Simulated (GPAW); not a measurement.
**GaN (F-43m): how ε∞ follows the gap**

The empty bands of GaN (F-43m) are shifted up rigidly by Δ, and ε∞ is computed for each shift.

Cell: a, b, c = 3.187, 3.187, 3.187 Å (primitive vectors), 2 atoms.

Method: GPAW 26.7.0, PBE, RPA, k-mesh 16×16×16, local fields up to 70 eV, Lorentzian half width 0.12 eV.

Launch of the response step: `OMP_NUM_THREADS=1 python df.py`. The series took 71 s in all, its band step included, on 1 thread of Arm Neoverse V2, on a shared host.

| Δ (eV) | ε∞ |
| --- | --- |
| 0.00 | ? |
| 0.25 | 5.470 |
| 0.50 | 5.308 |
| 0.75 | 5.162 |
| 1.00 | 5.026 |
| 1.50 | 4.785 |
| 2.00 | 4.576 |
| 3.00 | 4.229 |

With one effective transition at E₀ and fixed dipole strength, ε∞ − 1 = A/(E₀ + Δ), so 1/(ε∞ − 1) is linear in Δ.

Working, on the rows shown:

| x = Δ (eV) | y = 1/(ε∞ − 1) |
| --- | --- |
| 0.25 | 0.223714 |
| 0.5 | 0.232126 |
| 0.75 | 0.240269 |
| 1 | 0.248385 |
| 1.5 | 0.264201 |
| 2 | 0.279642 |
| 3 | 0.309693 |

Means: x̄ = 1.2857, ȳ = 0.25686. Σ(x − x̄)(y − ȳ) = 0.1735, Σ(x − x̄)² = 5.554. Slope = 0.1735 / 5.554 = 0.03124; intercept = ȳ − slope · x̄ = 0.2167. Turned back into ε∞, the line misses the rows shown by at most 0.016.

Task: Fill in the last column of the withheld row.

Result: At x = 0 the line gives y = 0.2167, that is 5.615. The run gave 5.649, so the extrapolation is off by 0.034, 2 % of the range in the table.

Refitted with all rows, the slope is 0.0315 and the intercept 0.21621. These give E₀ = intercept/slope = 6.9 eV, far above the least direct gap of 1.76 eV: most of the screening comes from transitions well over the edge. Over the first step ε∞ falls by 13 % per eV. Excitons are left out; PBE gaps are as a rule too small. The values come from a sum over the points of one k-mesh and carry its error, which grows as the direct gap shrinks. Spin-orbit coupling is left out.
